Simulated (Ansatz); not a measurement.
# Hf (Im-3m, 1 atom in the cell): converging a phonon calculation

Aim: how dense must the meshes and how high the cutoff be for the phonons of Hf (Im-3m, 1 atom in the cell)?

Method: DFT PBEsol, scalar-relativistic, plane waves, PAW, in Ansatz 0.2.0.

This is a report of a sequence of runs, with most program output left out.

This is not the structure that Hf takes at ambient pressure and room temperature (hexagonal, No. 194); it is a model or a phase of other conditions.

### 1. Starting point

Symmetry: Im-3m, No. 229, cubic system. The conventional cell has a = 3.491 Å, b = 3.491 Å, c = 3.491 Å, α = 90.00°, β = 90.00°, γ = 90.00°. Nearest to Hf lie 8 Hf at 3.02 Å.

### 2. Relaxing to small forces for the phonons

Phonons need a cell at rest on their own settings, so the relaxation is repeated with tight tolerances on forces and stress on the k mesh and occupations of the first response run.

input.yaml reads:

```yaml
crystal:
  lattice:
    - [-1.7453276387, 1.7453276387, 1.7453276387]
    - [1.7453276387, -1.7453276387, 1.7453276387]
    - [1.7453276387, 1.7453276387, -1.7453276387]
  atoms:
    - { symbol: Hf, position: [0.0, 0.0, 0.0] }
kpoints:
  mp_grid: { grid: [16, 16, 16] }
hamiltonian:
  xc: pbesol
scf:
  occupations: { method: methfessel_paxton, width: 0.15 }
output:
  forces: true
  stress: true
  eigenvalues: true
relax:
  adjacent_minimum: "off"
  f_tol: 0.001
  max_steps: 60
  cell: { stress_tol: 0.01 }
```

Launch:

```console
> ansatz run input.yaml --threads 4 --pin off --max-ram 7168MiB --backend cpu --events-out ev --progress --plain --runs-dir out
```

Elapsed: 4.1 s, on 4 threads of Arm Neoverse V2, shared host; peak memory 0.35 GiB; 14 s of CPU time.

Little changed from the start: no atom moved by 0.005 Å and no cell edge by 0.1 %.

This step gave:

| Property | Result |
| --- | --- |
| pressure | 3.27e-5 GPa |
| volume per atom | 21.25 Å³ |
| gap on the k-mesh | 0 eV |

The forces vanish by symmetry and the pressure is 0.000 GPa, within the tolerances set. The cell now holds 21.25 Å³/atom.

### 3. Another q mesh, k-mesh 16×16×16, q mesh 2×2×2

The q mesh is changed to 2×2×2, to see how far the force constants must reach.

input.yaml reads:

```yaml
crystal:
  lattice:
    - [-1.7449883616, 1.7449883616, 1.7449883616]
    - [1.7449883616, -1.7449883616, 1.7449883616]
    - [1.7449883616, 1.7449883616, -1.7449883616]
  atoms:
    - { symbol: Hf, position: [0.0, 0.0, 0.0] }
kpoints:
  mp_grid: { grid: [16, 16, 16] }
hamiltonian:
  xc: pbesol
scf:
  occupations: { method: methfessel_paxton, width: 0.15 }
output:
  eigenvalues: true
phonons:
  method: dfpt
  qmesh: [2, 2, 2]
  temperatures: { t_max: 1000, t_step: 50 }
  qpath:
    path:
      - [[0.0, 0.0, 0.0], [0.5, -0.5, 0.5], [0.0, 0.0, 0.5], [0.0, 0.0, 0.0], [0.25, 0.25, 0.25], [0.5, -0.5, 0.5]]
      - [[0.25, 0.25, 0.25], [0.0, 0.0, 0.5]]
    npoints: 10
```

Wall time 32 s (4 threads); peak memory 1.3 GiB; 2 min of CPU time.

Numbers from this step:

```
sum-rule residual before enforcement                    : 2.61e-6 eV/Å²
lowest frequency on the path                            : -87.37 cm⁻¹
highest frequency on the path or at a solved wavevector : 140.6 cm⁻¹
lowest mode on the q mesh (acoustic modes at Γ apart)   : -87.37 cm⁻¹
```

Frequencies (cm⁻¹) solved at each irreducible wavevector; negative means imaginary. Frequencies by wavevector, by row:

```csv
q in reciprocal lattice units,star,mode 1,mode 2,mode 3
0 0 0,1,0,0,0
0 0 -0.5,6,-87.4,88.8,99.3
-0.5 -0.5 -0.5,1,140.6,140.6,140.6
```

Interpolated from a 2×2×2 q mesh, rough between the solved points. The phonon branches at the labelled points (cm⁻¹):

```csv
point,branch 1,branch 2,branch 3
Γ,0,0,0
halfway,46,94,94
H,141,141,141
halfway,78,118,122
N,-87,89,99
halfway,-62,63,70
Γ,0,0,0
halfway,-40,-40,88
P,11,11,11
halfway,48,108,108
H,141,141,141
jump to P,11,11,11
halfway,-75,63,82
N,-87,89,99
```

The highest branch reaches 141 cm⁻¹ on this path, at H. A branch goes imaginary (drawn negative), down to -87.4 cm⁻¹ at N, so this structure is not a minimum of the harmonic energy.

### 4. Another q mesh, k-mesh 18×18×18, q mesh 3×3×3

The q mesh is changed to 3×3×3, to see how far the force constants must reach.

input.yaml, as its differences from that of step 3:

```diff
@@ -8,3 +8,3 @@
 kpoints:
-  mp_grid: { grid: [16, 16, 16] }
+  mp_grid: { grid: [18, 18, 18] }
 hamiltonian:
@@ -17,3 +17,3 @@
   method: dfpt
-  qmesh: [2, 2, 2]
+  qmesh: [3, 3, 3]
   temperatures: { t_max: 1000, t_step: 50 }
```

Run time: 2.3 min. Hardware: 4 threads; peak memory 3.1 GiB; 8.7 min of CPU time.

### 5. Another q mesh, k-mesh 18×18×18, q mesh 6×6×6

The q mesh is changed to 6×6×6, to see how far the force constants must reach.

input.yaml, as its differences from that of step 4:

```diff
@@ -17,3 +17,3 @@
   method: dfpt
-  qmesh: [3, 3, 3]
+  qmesh: [6, 6, 6]
   temperatures: { t_max: 1000, t_step: 50 }
```

Wall time 20 min (4 threads); peak memory 4 GiB.

The run was cut off at the time limit after its SCF cycle had converged; no result of it is taken.

The program's message: “Warning: RAYON”

### 6. Another k mesh, k-mesh 6×6×6

The k mesh is changed to 6×6×6 on a small fixed q mesh, to find the coarsest that serves.

input.yaml, as its differences from that of step 5:

```diff
@@ -8,3 +8,3 @@
 kpoints:
-  mp_grid: { grid: [18, 18, 18] }
+  mp_grid: { grid: [6, 6, 6] }
 hamiltonian:
@@ -17,3 +17,3 @@
   method: dfpt
-  qmesh: [6, 6, 6]
+  qmesh: [2, 2, 2]
   temperatures: { t_max: 1000, t_step: 50 }
```

Elapsed: 3.4 s, on 4 threads; peak memory 0.42 GiB; 11 s of CPU time.

The run finished; it serves as a test, and its numbers are not taken as the result.

### 7. Another k mesh, k-mesh 8×8×8

The k mesh is changed to 8×8×8 on a small fixed q mesh, to find the coarsest that serves.

input.yaml, as its differences from that of step 6:

```diff
@@ -8,3 +8,3 @@
 kpoints:
-  mp_grid: { grid: [6, 6, 6] }
+  mp_grid: { grid: [8, 8, 8] }
 hamiltonian:
```

Elapsed: 5.8 s, on 4 threads; peak memory 0.49 GiB; 20 s of CPU time.

The run finished; it serves as a test, and its numbers are not taken as the result.

### 8. Another k mesh, k-mesh 12×12×12

The k mesh is changed to 12×12×12 on a small fixed q mesh, to find the coarsest that serves.

input.yaml, as its differences from that of step 7:

```diff
@@ -8,3 +8,3 @@
 kpoints:
-  mp_grid: { grid: [8, 8, 8] }
+  mp_grid: { grid: [12, 12, 12] }
 hamiltonian:
```

The job ended after 15 s (4 threads; peak memory 0.79 GiB).

Frequencies (cm⁻¹) solved at each irreducible wavevector; negative means imaginary. Frequencies by wavevector, by row:

```csv
q in reciprocal lattice units,star,mode 1,mode 2,mode 3
0 0 0,1,0,0,0
0 0 -0.5,6,-87.6,76.6,89.8
-0.5 -0.5 -0.5,1,133.2,133.2,133.2
```

Against step 3 (now k-mesh 12×12×12), the highest frequency on the path or at a solved wavevector goes from 141 to 133 cm⁻¹ (-5 %).

### 9. Another k mesh, k-mesh 16×16×16

The k mesh is changed to 16×16×16 on a small fixed q mesh, to find the coarsest that serves.

input.yaml, as its differences from that of step 8:

```diff
@@ -8,3 +8,3 @@
 kpoints:
-  mp_grid: { grid: [12, 12, 12] }
+  mp_grid: { grid: [16, 16, 16] }
 hamiltonian:
```

The job ended after 32 s (4 threads; peak memory 1.3 GiB).

Frequencies (cm⁻¹) solved at each irreducible wavevector; negative means imaginary. Frequencies by wavevector, by row:

```csv
q in reciprocal lattice units,star,mode 1,mode 2,mode 3
0 0 0,1,0,0,0
0 0 -0.5,6,-87.4,88.8,99.3
-0.5 -0.5 -0.5,1,140.6,140.6,140.6
```

Against step 8 (now k-mesh 16×16×16), the highest frequency on the path or at a solved wavevector goes from 133 to 141 cm⁻¹ (+6 %).

### 10. Another k mesh, k-mesh 24×24×24

The k mesh is changed to 24×24×24 on a small fixed q mesh, to find the coarsest that serves.

input.yaml, as its differences from that of step 9:

```diff
@@ -8,3 +8,3 @@
 kpoints:
-  mp_grid: { grid: [16, 16, 16] }
+  mp_grid: { grid: [24, 24, 24] }
 hamiltonian:
```

Elapsed: 99 s, on 4 threads; peak memory 3.6 GiB; 6.1 min of CPU time.

Against step 3 (now k-mesh 24×24×24), the highest frequency on the path or at a solved wavevector goes from 141 cm⁻¹ to 135 cm⁻¹ and the lowest mode on the q mesh (acoustic modes at Γ apart) goes from -87.4 cm⁻¹ to -89.7 cm⁻¹.

### 11. The series together

Times are for 4 threads of Arm Neoverse V2, shared host. Results by setting:

```csv
no.,k-mesh,lowest mode on the q mesh (acoustic modes at Γ apart) (cm⁻¹),highest frequency on the path or at a solved wavevector (cm⁻¹),time,memory (GiB)
1,12×12×12,-87.6,133.2,15 s,0.79
2,16×16×16,-87.37,140.6,32 s,1.3
3,24×24×24,-89.67,134.6,99 s,3.6
```

The runs together. Phonon density of states against wavenumber; read off at these points; values in 1/cm⁻¹/cell:

```csv
wavenumber (cm⁻¹),12×12×12,16×16×16,24×24×24
-80.0,0.0103,0.0089,0.0108
-70.0,0.0187,0.0151,0.0182
-65.0,0.0290,0.0205,0.0260
-63.0,0.0266,0.0252,0.0234
-60.0,0.0223,0.0219,0.0192
-50.0,0.0128,0.0128,0.0117
-40.0,0.00643,0.00801,0.00751
-30.0,0.00423,0.00485,0.00409
-20.0,0.0029,0.00275,0.00265
-10.0,0.00225,0.00210,0.00217
0.0,0.00236,0.00213,0.00226
10.0,0.00291,0.00264,0.00275
20.0,0.00391,0.00344,0.00364
30.0,0.00642,0.00537,0.00583
40.0,0.0100,0.00842,0.00875
50.0,0.0145,0.0115,0.0123
60.0,0.0205,0.0152,0.0164
70.0,0.0311,0.0199,0.0221
77.0,0.0468,0.0245,0.0285
80.0,0.0418,0.0272,0.0323
87.0,0.0357,0.0377,0.0566
90.0,0.0322,0.0455,0.0513
100.0,0.0210,0.0359,0.0268
110.0,0.0153,0.0213,0.0182
120.0,0.0104,0.0147,0.0122
130.0,0.00451,0.00936,0.00609
```

### 12. Another cutoff, cutoff 170 eV

The cutoff is set to 170 eV on a small fixed q mesh.

input.yaml, as its differences from that of step 10:

```diff
@@ -8,3 +8,3 @@
 kpoints:
-  mp_grid: { grid: [24, 24, 24] }
+  mp_grid: { grid: [16, 16, 16] }
 hamiltonian:
@@ -24 +24,3 @@
     npoints: 10
+basis:
+  ecutwfc: 170
```

The job ended after 7.9 s (4 threads; peak memory 0.83 GiB; 23 s of CPU time).

The run finished; it serves as a test, and its numbers are not taken as the result.

### 13. Another cutoff, cutoff 230 eV

The cutoff is set to 230 eV on a small fixed q mesh.

input.yaml, as its differences from that of step 12:

```diff
@@ -25,2 +25,2 @@
 basis:
-  ecutwfc: 170
+  ecutwfc: 230
```

Wall time 16 s (4 threads); peak memory 0.93 GiB.

The run finished; it serves as a test, and its numbers are not taken as the result.

### 14. Another cutoff, cutoff 290 eV

The cutoff is set to 290 eV on a small fixed q mesh.

input.yaml, as its differences from that of step 13:

```diff
@@ -25,2 +25,2 @@
 basis:
-  ecutwfc: 230
+  ecutwfc: 290
```

The job ended after 18 s (4 threads; peak memory 1 GiB).

The run finished; it serves as a test, and its numbers are not taken as the result.

### 15. Another cutoff, cutoff 360 eV

The cutoff is set to 360 eV on a small fixed q mesh.

input.yaml, as its differences from that of step 14:

```diff
@@ -25,2 +25,2 @@
 basis:
-  ecutwfc: 290
+  ecutwfc: 360
```

The job ended after 23 s (4 threads; peak memory 1.2 GiB; 83 s of CPU time).

### 16. Another cutoff, cutoff 550 eV

The cutoff is set to 550 eV on a small fixed q mesh.

input.yaml, as its differences from that of step 15:

```diff
@@ -25,2 +25,2 @@
 basis:
-  ecutwfc: 360
+  ecutwfc: 550
```

Elapsed: 38 s, on 4 threads; peak memory 1.6 GiB.

Frequencies (cm⁻¹) solved at each irreducible wavevector; negative means imaginary. Frequencies by wavevector, by row:

```csv
q in reciprocal lattice units,star,mode 1,mode 2,mode 3
0 0 0,1,0,0,0
0 0 -0.5,6,-87.4,88.8,99.3
-0.5 -0.5 -0.5,1,140.6,140.6,140.6
```

Against step 3 (now cutoff 550 eV), the highest frequency on the path or at a solved wavevector stays at 141 cm⁻¹.

### 17. Summary of results

* lowest mode on the q mesh (acoustic modes at Γ apart), k-mesh 6×6×6: -96.6 cm⁻¹
* lowest mode on the q mesh (acoustic modes at Γ apart), k-mesh 8×8×8: -93.8 cm⁻¹
* lowest mode on the q mesh (acoustic modes at Γ apart), k-mesh 12×12×12: -87.6 cm⁻¹
* lowest mode on the q mesh (acoustic modes at Γ apart), k-mesh 16×16×16: -87.4 cm⁻¹
* lowest mode on the q mesh (acoustic modes at Γ apart), k-mesh 24×24×24: -89.7 cm⁻¹
* lowest mode on the q mesh (acoustic modes at Γ apart), cutoff 170 eV: 162 cm⁻¹
* lowest mode on the q mesh (acoustic modes at Γ apart), cutoff 230 eV: -82.8 cm⁻¹
* lowest mode on the q mesh (acoustic modes at Γ apart), cutoff 290 eV: -89.0 cm⁻¹
* lowest mode on the q mesh (acoustic modes at Γ apart), cutoff 360 eV: -87.3 cm⁻¹
* lowest mode on the q mesh (acoustic modes at Γ apart), cutoff 550 eV: -87.4 cm⁻¹

In words: Over the whole q mesh series, coarse runs included, the lowest frequency on the path runs from -87.4 to -83.4 cm⁻¹; the two finest runs still differ by up to 4.0 cm⁻¹, so convergence is not shown. The k mesh changes along this series too, so part of the change is its. Over the whole k mesh series, coarse runs included, the lowest mode on the q mesh (acoustic modes at Γ apart) runs from -96.6 to -87.4 cm⁻¹; the two finest runs still differ by up to 6.6 cm⁻¹ in a solved mode, so convergence is not shown. Over the whole cutoff series, coarse runs included, the lowest mode on the q mesh (acoustic modes at Γ apart) runs from -89.0 to 161.6 cm⁻¹; from 360 eV on all solved modes stay within 0.4 cm⁻¹ of the finest run (550 eV), against a tolerance of 1.4. All runs share the cell relaxed at the base settings, which is not exactly at rest under another k mesh or cutoff. With no gap, or one that is small against the smearing, the frequencies hang on the k mesh and the smearing, most of all near Kohn anomalies. Spin-orbit coupling is left out, which can matter for the heavy elements here. These are harmonic frequencies at zero temperature: anharmonic shifts, linewidths and thermal expansion are left out.

[Logs are printed without paths, hosts, clocks, repeated set-up lines and the standing remarks that a program may print on its own settings, such as how far it seeks lower states.]

[Hosts, paths, dates, database ids (printed as entryN), source tags and the programs' standing remarks are cut or masked in the printed files.]
